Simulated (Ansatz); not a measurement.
# TaN (Fm-3m) under uniaxial strain along [001], part 2 of 2

Aim: how do the optical modes of TaN (Fm-3m) shift and split under this strain?

Ansatz 0.2.0; DFT LDA, scalar-relativistic, plane waves, PAW; PAW set soft_1.

So far. Step 3 (Tight relaxation): The forces vanish by symmetry and the pressure is 0.000 GPa, within the tolerances set. The cell now holds 10.27 Å³/atom.

## 4. Modes at rest

Phonons follow from the second derivative of the energy, found here by linear response.

The modes at rest are the reference of the series.

The input, input.yaml:

```yaml
crystal:
  lattice:
    - [0.0, 2.1738081265, 2.1738081265]
    - [2.1738081265, 0.0, 2.1738081265]
    - [2.1738081265, 2.1738081265, 0.0]
  atoms:
    - { symbol: "N", position: [0.0, 0.0, 0.0] }
    - { symbol: Ta, position: [0.5, 0.5, 0.5] }
kpoints:
  mp_grid: { grid: [16, 16, 16] }
hamiltonian:
  xc: lda
  pseudopotentials: { kind: paw, azcp: { folder: soft_1 }, xc_functional: pbe }
scf:
  occupations: { method: methfessel_paxton, width: 0.2 }
output:
  eigenvalues: true
phonons:
  method: dfpt
```

On the command line:

```sh
$ ansatz run input.yaml --threads 4 --pin off --max-ram 10240MiB --backend cpu --events-out ev --progress --plain --runs-dir out
```

Numbers of over 12 decimals in the logs are rounded to 6 here.

What it wrote:

```text
[...]
Crystal: 2 atoms, lattice volume = 20.544 Å³
Basis set: ecut = 420 eV, 411 PW (Γ), exchange–correlation on 48×48×48 points (8 copies of the dense FFT grid, shifted against one another)
Bands: 13, of which v1, the nominal top of the filled ones, is band 9 counted from 1 (8 counted from 0)
Symmetry: 48 space group operations
k-points: 349 of 4096 (irreducible under 8 space group operations, time reversal used)
[...]
SCF iter   1: F=—  HF=-10059.593158 eV  |F-HF|=—  |Δ(HF+E_count)|=         —  Δρ=5.12e-2  dr2=5.55e-1  ethr=3.10e-3  ⟨swp⟩=5.0  Hψ=48301  notcnv=0
[...]
SCF iter   8: F=-10059.468552 eV  HF=-10059.468552 eV  |F-HF|=0.00e0  |Δ(HF+E_count)|=  2.91e-11  S|Δr|=    0.00e0  Δρ=7.52e-8  dr2=2.12e-13  ethr=1.00e-12  ⟨swp⟩=9.3  Hψ=26839  notcnv=0
SCF 1 converged in 8 iterations: F = -10059.468552 eV  dr2 = 2.12e-13
[...]
DFPT response loops at Γ: preconditioner auto → Kerker (q_TF=auto, 2.669 Å⁻¹) (partly filled bands, converged f_vac=0.000); β = 1.00, the filter's whole step (`scf.mixing.beta` (0.50) is not read by the response loops under this deck's `scf.mixing.preconditioner`; to damp them name `kerker` or `kerker_dos`, under which they read `scf.mixing.beta`, and type it under 1.00, their step now; both keys bind the ground state too); Broyden in place of MSR1
SCF converged after 8 iterations
[...]
Free energy (F): -10059.468552 eV
[...]
Internal energy: -10059.466226 eV  (E = F + TS)
E sigma→0 (E₀):  -10059.467970 eV
Entropy (-TS):   -0.002327 eV (-1.163 meV/atom)
Fermi energy:    22.001754 eV
[...]
--- Band table (eV; the first three rows and the last of 349) ---
  k-point 0: bands = [... 5 lower, 18.1227, 18.1227, 18.1227, 19.7984, 19.7984, 19.7984, 22.0405, 22.0405, ... 4 higher]
  k-point 1: bands = [... 5 lower, 17.6031, 17.7606, 17.7606, 19.9639, 19.9639, 20.0438, 22.4553, 22.4553, ... 4 higher]
  k-point 2: bands = [... 5 lower, 16.5542, 17.0193, 17.0193, 20.3465, 20.3465, 20.4097, 23.4576, 23.4576, ... 4 higher]
  k-point 348: bands = [... 5 lower, 14.3578, 15.1589, 15.1589, 21.8150, 21.8150, 25.7762, 26.4177, 26.7478, ... 4 higher]
--- Phonons (Γ-DFPT): 2 representative perturbations + reference, on 349 of 4096 k-points (Σ response iterations 6) ---
  k mesh reduced under 8 symmetry operations, with k and −k counted as one. Each operation leaves every solved perturbation unchanged. A smaller set is not used because it would not reduce the number of displacements times k-points to solve
  ASR residual: 2.085e-5 → 0.000e0 eV/Å²; symmetrization residual: 6.852e-7 eV/Å²
  ASR residual per site (eV/Å²): 1.13e-5 2.08e-5
  Γ frequencies (cm⁻¹): 0.00 0.00 0.00 421.40 421.40 421.40
  non-analytic LO–TO correction: not included (Born effective charges unavailable; polar crystals: no LO–TO splitting at Γ)
```

Elapsed: 8.4 s, on 4 threads of Arm Neoverse V1, shared host; peak memory 0.57 GiB; 31 s of CPU time.

Reading the cycles: dr2 is the Hartree energy of the density residual (eV), the measure of convergence; HF is the Harris–Foulkes estimate of the energy, which meets the free energy F at convergence.

This step gave:

```yaml
sum_rule_residual_before_enforcement: 2.08e-5 eV/Å²
point_group: m-3m
highest_optical_mode_at_the_zone_centre_no_lo_to_term: 421.4 cm⁻¹
lowest_optical_zone_centre_mode: 421.4 cm⁻¹
```

Patterns of degenerate modes are one choice out of their space. The modes at Γ (shares of kinetic energy by element, %):

| mode | frequency (cm⁻¹) | symmetry | N % | Ta % |
| --- | --- | --- | --- | --- |
| 1 | 0.0 | acoustic | 7 | 93 |
| 2 | 0.0 | acoustic | 7 | 93 |
| 3 | 0.0 | acoustic | 7 | 93 |
| 4 | 421.4 | T1u | 93 | 7 |
| 5 | 421.4 | T1u | 93 | 7 |
| 6 | 421.4 | T1u | 93 | 7 |

Displacements in mode 6 (421.4 cm⁻¹), the largest set to 1:
```
N1   0.00 -0.12  1.00
Ta2  0.00  0.01 -0.08
```

Before it was imposed, the acoustic sum rule was missed by 2.1e-5 eV/Å². Small misses are needed for a sound result but don't prove that mesh and cutoff are converged. The lowest optical mode is real, 421 cm⁻¹.

## 5. A member of the series: uniaxial strain of +4 % along [001]

The cell takes a uniaxial strain of +4 % along [001]. The strained length and the angles are held, while the rest of the cell and the atoms relax.

input.yaml, the sections that differ from step 4:

```yaml
crystal:
  lattice:
    - [0.0, 2.1630980005, 2.2607604517]
    - [2.1630980005, 0.0, 2.2607604517]
    - [2.1630980005, 2.1630980005, 0.0]
  atoms:
    - { symbol: "N", position: [0.0, 0.0, 0.0] }
    - { symbol: Ta, position: [0.5, 0.5, 0.5] }
  conventional_axes: [[-1, 1, 1], [1, -1, 1], [1, 1, -1]]
output:
  forces: true
  stress: true
  eigenvalues: true
relax:
  adjacent_minimum: "off"
  f_tol: 0.001
  max_steps: 60
  cell: { stress_tol: 0.01, fix: [c, angles] }
# kpoints, hamiltonian, scf: as in step 4
# phonons: removed
```

What it wrote:

```text
[...]
Crystal: 2 atoms, lattice volume = 21.156 Å³
Basis set: ecut = 420 eV, 411 PW (Γ)
Bands: 13, of which v1, the nominal top of the filled ones, is band 9 counted from 1 (8 counted from 0)
Symmetry: 16 space group operations
[...]
k-points: 349 of 4096
[...]
k-point 348: bands = [... 5 lower, 14.5189, 15.9360, 16.9414, 16.9414, 23.4949, 24.9844, 24.9844, 26.0005, ... 4 higher]
--- Relaxed structure (4 steps of the walk, 4 accepted, 2 SCFs on fresh bases) ---
[...]
cell:  # Å, volume = 21.0790 Å³
    - [0.0, 2.159150, 2.2607604517]
    - [2.159150, 0.0, 2.2607604517]
    - [2.159150, 2.159150, 0.0]
  atoms:
    - { symbol: N, position: [0, 0, 0] }
    - { symbol: Ta, position: [0.5, 0.5, 0.5] }
[key lines of the parts left out:]
SCF converged after 4 iterations
Free energy (F): -10059.405269 eV
Fermi energy:    21.389115 eV
P = ⅓ Tr σ = -7.3381 GPa (-73.381 kbar)
```

The job ended after 9.8 s (4 threads; peak memory 0.42 GiB).

Step by step:

| step | energy less that of the first step (eV) | largest force component (eV/Å) | pressure (GPa) | volume (Å³) |
| --- | --- | --- | --- | --- |
| 1 | 0.0000 | 0.0000 | -8.71 | 21.16 |
| 2 | -0.0006 | 0.0000 | -7.08 | 21.07 |
| 3 | -0.0006 | 0.0000 | -7.34 | 21.08 |
| 4* | -0.0004 | 0.0000 | -7.35 | 21.08 |
| 5 | -0.0004 | 0.0000 | -7.34 | 21.08 |
| 6* | -0.0004 | 0.0000 | -7.34 | 21.08 |

Relaxation steps marked * repeat the geometry before them on a plane-wave basis chosen anew for their cell, so energy and pressure can jump there.

The run keeps the 16 symmetry operations that it works with, so distortions that break them were not tested.

| conventional cell, symmetrised | before | after | change |
| --- | --- | --- | --- |
| a (Å) | 3.059 | 3.053 | -0.2 % |
| b (Å) | 3.059 | 3.053 | -0.2 % |
| c (Å) | 4.522 | 4.522 | +0.0 % |
| volume (Å³/atom) | 10.58 | 10.54 | -0.4 % |

The relaxed structure:

```xyz
2
Lattice="0.0000 2.1592 2.2608 2.1592 0.0000 2.2608 2.1592 2.1592 0.0000" Properties=species:S:1:pos:R:3 pbc="T T T"
N     0.0000    0.0000    0.0000
Ta    2.1592    2.1592    2.2608
```

This step gave:

```
pressure        : -7.338 GPa
volume per atom : 10.54 Å³
```

The forces vanish by symmetry.

The cell shrank by 0.4 % in volume.

## 6. Modes of this member: uniaxial strain of +4 % along [001]

The zone-centre modes follow for uniaxial strain of +4 % along [001].

input.yaml, the sections that differ from step 5:

```yaml
crystal:
  lattice:
    - [0.0, 2.1591502148, 2.2607604517]
    - [2.1591502148, 0.0, 2.2607604517]
    - [2.1591502148, 2.1591502148, 0.0]
  atoms:
    - { symbol: "N", position: [0.0, 0.0, 0.0] }
    - { symbol: Ta, position: [0.5, 0.5, 0.5] }
output:
  eigenvalues: true
phonons:
  method: dfpt
# kpoints, hamiltonian, scf: as in step 5
# relax: removed
```

What it wrote:

```text
zone centre: on kpoints.mp_grid the ground state, and the responses unless they are solved on pairs of k-points, stand on 621 of the mesh's 4096 k-points, reduced under 8 symmetry operations, with k and −k counted as one. Each operation leaves every solved displacement unchanged or reverses it
[...]
Crystal: 2 atoms, lattice volume = 21.079 Å³
Basis set: ecut = 420 eV, 411 PW (Γ), exchange–correlation on 48×48×48 points (8 copies of the dense FFT grid, shifted against one another)
Bands: 13, of which v1, the nominal top of the filled ones, is band 9 counted from 1 (8 counted from 0)
Symmetry: 16 space group operations
k-points: 621 of 4096 (irreducible under 8 space group operations)
[...]
SCF iter   1: F=—  HF=-10059.521604 eV  |F-HF|=—  |Δ(HF+E_count)|=         —  Δρ=4.93e-2  dr2=5.15e-1  ethr=3.10e-3  ⟨swp⟩=5.0  Hψ=86338  notcnv=0
[...]
SCF iter   8: F=-10059.405270 eV  HF=-10059.405270 eV  |F-HF|=0.00e0  |Δ(HF+E_count)|=  1.27e-11  S|Δr|=    0.00e0  Δρ=1.01e-7  dr2=1.07e-12  ethr=1.00e-12  ⟨swp⟩=9.4  Hψ=47736  notcnv=0
SCF 1 converged in 8 iterations: F = -10059.405270 eV  dr2 = 1.07e-12
[...]
SCF converged after 8 iterations
[...]
Free energy (F): -10059.405270 eV
[...]
Internal energy: -10059.405850 eV  (E = F + TS)
E sigma→0 (E₀):  -10059.405415 eV
Entropy (-TS):   0.000581 eV (0.290 meV/atom)
Fermi energy:    21.389115 eV
[...]
--- Band table (eV; the first three rows and the last of 621) ---
  k-point 0: bands = [... 5 lower, 17.4555, 17.6467, 17.6467, 18.8916, 19.4713, 19.4713, 20.7981, 21.7506, ... 4 higher]
  k-point 1: bands = [... 5 lower, 17.0158, 17.2036, 17.3057, 19.1379, 19.6082, 19.6491, 21.1932, 22.1626, ... 4 higher]
  k-point 2: bands = [... 5 lower, 16.0186, 16.4476, 16.5848, 19.5869, 19.9434, 19.9465, 22.1380, 23.1607, ... 4 higher]
  k-point 620: bands = [... 5 lower, 14.5189, 15.9360, 16.9414, 16.9414, 23.4949, 24.9844, 24.9844, 26.0005, ... 4 higher]
[...]
ASR residual: 4.055e-5 → 0.000e0 eV/Å²; symmetrization residual: 7.879e-7 eV/Å²
  ASR residual per site (eV/Å²): 2.75e-5 4.06e-5
  Γ frequencies (cm⁻¹): 0.00 0.00 0.00 280.34 453.57 453.57
[...]
```

Run time: 20 s. Hardware: 4 threads; peak memory 0.79 GiB; 76 s of CPU time.

Numbers from this step:

```yaml
sum_rule_residual_before_enforcement: 4.06e-5 eV/Å²
point_group: 4/mmm
highest_optical_mode_at_the_zone_centre_no_lo_to_term: 453.6 cm⁻¹
lowest_optical_zone_centre_mode: 280.3 cm⁻¹
```

Patterns of degenerate modes are one choice out of their space. The modes at Γ (shares of kinetic energy by element, %):

| mode | frequency (cm⁻¹) | symmetry | N % | Ta % |
| --- | --- | --- | --- | --- |
| 1 | 0.0 | acoustic | 7 | 93 |
| 2 | 0.0 | acoustic | 7 | 93 |
| 3 | 0.0 | acoustic | 7 | 93 |
| 4 | 280.3 | A2u | 93 | 7 |
| 5 | 453.6 | Eu | 93 | 7 |
| 6 | 453.6 | Eu | 93 | 7 |

Displacements in mode 4 (280.3 cm⁻¹), the largest set to 1:
```
N1   0.00  0.00  1.00
Ta2  0.00  0.00 -0.08
```

Displacements in mode 5 (453.6 cm⁻¹), the largest set to 1:
```
N1   1.00  0.00  0.00
Ta2 -0.08  0.00  0.00
```

The lowest optical mode is real, 280 cm⁻¹, and the highest lies at 453.6 cm⁻¹.

Between step 4 and this run (strain 4 %) the value for the highest optical mode at the zone centre (no LO-TO term) moves from 421 cm⁻¹ to 454 cm⁻¹ (+8 %).

## 7. A member of the series: uniaxial strain of -4 % along [001]

The cell takes a uniaxial strain of -4 % along [001]. The strained length and the angles are held, while the rest of the cell and the atoms relax.

input.yaml, the sections that differ from step 6:

```yaml
crystal:
  lattice:
    - [0.0, 2.1847485506, 2.0868558014]
    - [2.1847485506, 0.0, 2.0868558014]
    - [2.1847485506, 2.1847485506, 0.0]
  atoms:
    - { symbol: "N", position: [0.0, 0.0, 0.0] }
    - { symbol: Ta, position: [0.5, 0.5, 0.5] }
  conventional_axes: [[-1, 1, 1], [1, -1, 1], [1, 1, -1]]
output:
  forces: true
  stress: true
  eigenvalues: true
relax:
  adjacent_minimum: "off"
  f_tol: 0.001
  max_steps: 60
  cell: { stress_tol: 0.01, fix: [c, angles] }
# kpoints, hamiltonian, scf: as in step 6
# phonons: removed
```

What it wrote:

```text
[...]
Crystal: 2 atoms, lattice volume = 19.922 Å³
Basis set: ecut = 420 eV, 371 PW (Γ)
Bands: 13, of which v1, the nominal top of the filled ones, is band 9 counted from 1 (8 counted from 0)
Symmetry: 16 space group operations
[...]
k-points: 349 of 4096
[...]
k-point 348: bands = [... 5 lower, 16.4192, 16.7263, 17.7867, 17.7867, 25.0177, 26.5872, 26.5872, 28.0679, ... 4 higher]
--- Relaxed structure (4 steps of the walk, 4 accepted, 2 SCFs on fresh bases) ---
[...]
cell:  # Å, volume = 19.9818 Å³
    - [0, 2.188046, 2.0868558014]
    - [2.188046, 0, 2.0868558014]
    - [2.188046, 2.188046, 0]
  atoms:
    - { symbol: N, position: [0, 0, 0] }
    - { symbol: Ta, position: [0.5, 0.5, 0.5] }
[key lines of the parts left out:]
SCF converged after 3 iterations
Free energy (F): -10059.376286 eV
Fermi energy:    22.665143 eV
P = ⅓ Tr σ = 13.2464 GPa (132.464 kbar)
```

The job ended after 9.8 s (4 threads; peak memory 0.41 GiB; 36 s of CPU time).

Step by step:

| step | energy less that of the first step (eV) | largest force component (eV/Å) | pressure (GPa) | volume (Å³) |
| --- | --- | --- | --- | --- |
| 1 | 0.0000 | 0.0000 | 14.41 | 19.92 |
| 2 | -0.0001 | 0.0000 | 13.02 | 19.99 |
| 3 | -0.0001 | 0.0000 | 13.24 | 19.98 |
| 4* | -0.0003 | 0.0000 | 13.25 | 19.98 |
| 5 | -0.0003 | 0.0000 | 13.25 | 19.98 |
| 6* | -0.0003 | 0.0000 | 13.25 | 19.98 |

Relaxation steps marked * repeat the geometry before them on a plane-wave basis chosen anew for their cell, so energy and pressure can jump there.

The run keeps the 16 symmetry operations that it works with, so distortions that break them were not tested.

| conventional cell, symmetrised | before | after | change |
| --- | --- | --- | --- |
| a (Å) | 3.090 | 3.094 | +0.2 % |
| b (Å) | 3.090 | 3.094 | +0.2 % |
| c (Å) | 4.174 | 4.174 | -0.0 % |
| volume (Å³/atom) | 9.96 | 9.99 | +0.3 % |

The relaxed structure:

```cif
data_structure
_symmetry_space_group_name_H-M 'P 1'
_symmetry_Int_Tables_number 1
_cell_length_a 3.0237
_cell_length_b 3.0237
_cell_length_c 3.0944
_cell_angle_alpha 59.223
_cell_angle_beta 59.223
_cell_angle_gamma 61.553
_cell_volume 19.98
loop_
_atom_site_label
_atom_site_type_symbol
_atom_site_fract_x
_atom_site_fract_y
_atom_site_fract_z
_atom_site_occupancy
N1 N 0.00000 0.00000 0.00000 1
Ta2 Ta 0.50000 0.50000 0.50000 1
```

This step gave:

```
pressure        : 13.25 GPa
volume per atom : 9.991 Å³
```

The forces vanish by symmetry.

The cell grew by 0.3 % in volume.

## 8. Zone-centre modes of the member: uniaxial strain of -4 % along [001]

The zone-centre modes follow for uniaxial strain of -4 % along [001].

input.yaml, the sections that differ from step 7:

```yaml
crystal:
  lattice:
    - [0.0, 2.1880461767, 2.0868558014]
    - [2.1880461767, 0.0, 2.0868558014]
    - [2.1880461767, 2.1880461767, 0.0]
  atoms:
    - { symbol: "N", position: [0.0, 0.0, 0.0] }
    - { symbol: Ta, position: [0.5, 0.5, 0.5] }
output:
  eigenvalues: true
phonons:
  method: dfpt
# kpoints, hamiltonian, scf: as in step 7
# relax: removed
```

What it wrote:

```text
[...]
Crystal: 2 atoms, lattice volume = 19.982 Å³
Basis set: ecut = 420 eV, 371 PW (Γ), exchange–correlation on 48×48×48 points (8 copies of the dense FFT grid, shifted against one another)
Bands: 13, of which v1, the nominal top of the filled ones, is band 9 counted from 1 (8 counted from 0)
Symmetry: 16 space group operations
k-points: 621 of 4096 (irreducible under 8 space group operations)
[...]
k-point 2: bands = [... 5 lower, 17.0783, 17.4589, 17.6923, 20.8416, 20.9072, 21.2454, 23.7882, 24.1168, ... 4 higher]
  k-point 620: bands = [... 5 lower, 16.4192, 16.7263, 17.7867, 17.7867, 25.0177, 26.5872, 26.5872, 28.0679, ... 4 higher]
[...]
ASR residual: 2.629e-5 → 0.000e0 eV/Å²; symmetrization residual: 1.131e-6 eV/Å²
  ASR residual per site (eV/Å²): 2.63e-5 2.50e-5
  Γ frequencies (cm⁻¹): 0.00 0.00 0.00 385.93 385.93 582.73
[...]
[key lines of the parts left out:]
SCF converged after 8 iterations
Free energy (F): -10059.376286 eV
Fermi energy:    22.665143 eV
```

Wall time 20 s (4 threads); peak memory 0.76 GiB.

This step gave:

```
sum-rule residual before enforcement                    : 2.63e-5 eV/Å²
highest optical mode at the zone centre (no LO-TO term) : 582.7 cm⁻¹
lowest optical zone-centre mode                         : 385.9 cm⁻¹
```

Patterns of degenerate modes are one choice out of their space. The modes at Γ (shares of kinetic energy by element, %):

| mode | frequency (cm⁻¹) | symmetry | N % | Ta % |
| --- | --- | --- | --- | --- |
| 1 | 0.0 | acoustic | 7 | 93 |
| 2 | 0.0 | acoustic | 7 | 93 |
| 3 | 0.0 | acoustic | 7 | 93 |
| 4 | 385.9 | Eu | 93 | 7 |
| 5 | 385.9 | Eu | 93 | 7 |
| 6 | 582.7 | A2u | 93 | 7 |

Displacements in mode 5 (385.9 cm⁻¹), the largest set to 1:
```
N1   1.00  0.00  0.00
Ta2 -0.08  0.00  0.00
```

Displacements in mode 6 (582.7 cm⁻¹), the largest set to 1:
```
N1   0.00  0.00  1.00
Ta2  0.00  0.00 -0.08
```

The lowest optical mode is real, 386 cm⁻¹, and the highest lies at 582.7 cm⁻¹.

For the highest optical mode at the zone centre (no LO-TO term), step 4 gave 421 cm⁻¹; this run, with strain -4 %, gives 583 cm⁻¹ (+38 %).

## 9. All members side by side

The members are set side by side, also those not shown above.

Stress is positive in compression; energies are extrapolated to zero smearing, and E0 is that at rest; the edges not held and the atoms are relaxed in each cell; all runs use 16×16×16 k points and Methfessel-Paxton smearing of 0.2 eV. State of the crystal along the series:

| strain (%) | stress along the axis (GPa) | free strain along [100] (%) | free strain along [010] (%) | E - E0 (meV/atom) |
| --- | --- | --- | --- | --- |
| -4 | 39.74 | 0.655 | 0.655 | 45.84 |
| -3 | 27.55 | 0.5033 | 0.5033 | 24.04 |
| -2 | 16.68 | 0.3565 | 0.3565 | 9.899 |
| -1 | 7.636 | 0.1848 | 0.1848 | 2.328 |
| 0 | -4.76e-4 | 0 | 0 | 0 |
| 1 | -6.953 | -0.17 | -0.17 | 2.205 |
| 2 | -13.21 | -0.3271 | -0.3271 | 8.597 |
| 3 | -18.28 | -0.4927 | -0.4927 | 18.55 |
| 4 | -22.01 | -0.6743 | -0.6743 | 31.28 |

Optical modes are counted from below at rest and tracked from member to member by their patterns, and modes that stay within 0.3 cm⁻¹ of each other stand once; labels, where given, are those at rest; the edges not held and the atoms are relaxed in each cell; all runs use 16×16×16 k points and Methfessel-Paxton smearing of 0.2 eV. Optical modes along the series:

| strain (%) | optical mode 1 T1u, singlet (cm⁻¹) | optical mode 2 T1u, doublet (cm⁻¹) |
| --- | --- | --- |
| -4 | 582.7 | 385.9 |
| -3 | 541 | 397.5 |
| -2 | 499 | 407.2 |
| -1 | 459.6 | 414.6 |
| 0 | 421.4 | 421.4 |
| 1 | 381.1 | 428.3 |
| 2 | 338.9 | 435.2 |
| 3 | 302.3 | 443.9 |
| 4 | 280.3 | 453.6 |

Value and slope at zero strain of a cubic (a lower polynomial where under five rows exist) through the rows within 2 % of rest. Slopes at rest:

| mode | frequency (cm⁻¹) | shift per percent of strain (cm⁻¹) | shift per GPa of compressive stress (cm⁻¹) |
| --- | --- | --- | --- |
| optical mode 1 T1u, singlet | 421.1 | -38.93 | 5.38 |
| optical mode 2 T1u, doublet | 421.5 | 6.76 | -0.93 |

## 10. Summary of results

```
members                                                          : 9
highest optical mode at the zone centre (no LO-TO term), at rest : 421.4 cm⁻¹
Young’s modulus along [001]                                      : 724 GPa
optical mode 1 T1u, singlet, shift per percent                   : -38.93 cm⁻¹
optical mode 2 T1u, doublet, shift per percent                   : 6.76 cm⁻¹
```

The stress changes by 7.24 GPa for each percent, a Young’s modulus of 724 GPa along [001]. For each percent the free edge responds with -0.18 %. The strain lowers the symmetry: the level at 421.4 cm⁻¹ splits, into 582.7 and 385.9 cm⁻¹ at -4 %. The fastest shift in the table of slopes is -38.9 cm⁻¹ for each percent (optical mode 1 T1u, singlet), or 5.4 cm⁻¹ for each GPa of compressive stress. For small strain, the measured shift of a line that Raman or infrared light can see, divided by its slope, estimates the stress, if the state of stress is of this kind. These are harmonic frequencies at zero temperature: anharmonic shifts, linewidths and thermal expansion are left out. Spin-orbit coupling is left out, which can matter for the heavy elements here. With no gap, or one that is small against the smearing, the frequencies hang on the k mesh and the smearing, most of all near Kohn anomalies. The PAW files were made for PBE; the program adapts parts of them to the functional of the run, but their partial waves stay those of PBE, an approximation that was not tested in this session. Only the zone centre was solved, so an instability at another wavevector cannot show here.

[Logs are printed without paths, hosts, clocks, repeated set-up lines and the standing remarks that a program may print on its own settings, such as how far it seeks lower states.]

[Hosts, paths, dates, database ids (printed as entryN), source tags and the programs' standing remarks are cut or masked in the printed files.]
